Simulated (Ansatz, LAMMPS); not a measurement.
# Force difference against the radius of support functions in Zn2+ triflate in diglyme and dimethoxyethane and a fluorinated ether (TTE) at 300 K (108 atoms)

Density of this cell: 1.41 g/cm³. The cell holds 108 atoms: 26 C, 15 O, 42 H, 22 F, 2 S and 1 Zn. Cell: a = 11.049 Å, b = 11.049 Å, c = 11.049 Å, α = 90.0°, β = 90.0°, γ = 90.0°. 1 diglyme, 2 dimethoxyethane, 2 a fluorinated ether (TTE), 1 Zn2+, 2 triflate placed at random, at 1.41 g/cm³; overlaps pushed apart, then 10 ps at 550 K with divalent ions of Li, Roberts, Chakravorty and Merz (J. Chem. Theory Comput. 9, 2733 (2013)); MMFF94 bonds, angles, torsions, charges and radii (Halgren, J. Comput. Chem. 17, 490 (1996)) in harmonic and 12-6 forms; charges of ions scaled by 0.8. Snapshot after 30 ps at 300 K and fixed volume.

Calculated with Ansatz 0.2.0: Kohn-Sham DFT, PBE+D4, PAW (set soft_2), localised support functions (medium), with the radius typed; the reference is Kohn-Sham DFT, PBE+D4, PAW (set soft_2), plane waves, cutoff 750 eV, Γ point, fixed occupations, with an r.m.s. force component of 1.01 eV/Å.

| radius (Å) | r.m.s. force difference (meV/Å) | time |
| --- | --- | --- |
| 3.42 | 0.704 | 3.2 min |
| 3.7 | 0.58 | 3.8 min |
| 3.95 | 0.489 | 4.6 min |
| 4.23 | 0.42 | 5.8 min |
| 4.76 | ? | ? |
| 5.29 | 0.386 | 14 min |

**Question.** Fit a power law of the radius to the rows given and interpolate to the withheld row.

Worked fit:

A power law y = A x^b is a line in u = ln x and v = ln y.

| u = ln x | v = ln y |
| --- | --- |
| 1.22964 | -0.350977 |
| 1.30833 | -0.544727 |
| 1.37372 | -0.715393 |
| 1.44220 | -0.867501 |
| 1.66582 | -0.951918 |

With n = 5: mean u = 1.40394, mean v = -0.686103, Σ(u − ū)² = 0.11048, Σ(u − ū)(v − v̄) = -0.14760. Slope b = -0.14760 / 0.11048 = -1.3360; intercept a = v̄ − b ū = 1.1895.

At the withheld row u = 1.560, v = a + b u = -0.8949, and y = exp(v).

Prediction at 4.76: 0.4086 meV/Å. The run gave 0.392 meV/Å, so the fit is high by 0.017 meV/Å (4.2 % of the value).

The fitted exponent is -1.3. Between neighbouring rows, the withheld one included, the exponents are -2.5, -2.6, -2.2, -0.58 and -0.15, so one power law doesn't hold over the range: the values level off at a floor. Among the rows given, the largest relative miss of the fit is at 4.23, by 0.058 meV/Å (14 %).

Limits: The difference holds the reference's own basis error, which sets a floor under it.

[Hosts, paths, dates, database ids (printed as entryN), source tags and the programs' standing remarks are cut or masked in the printed files.]

[The MMFF94 radii named for the starting cell were scaled by 0.96; in molecules described by MMFF94, hydrogen bound to N, O or S took a small fixed 12-6 site in their place.]
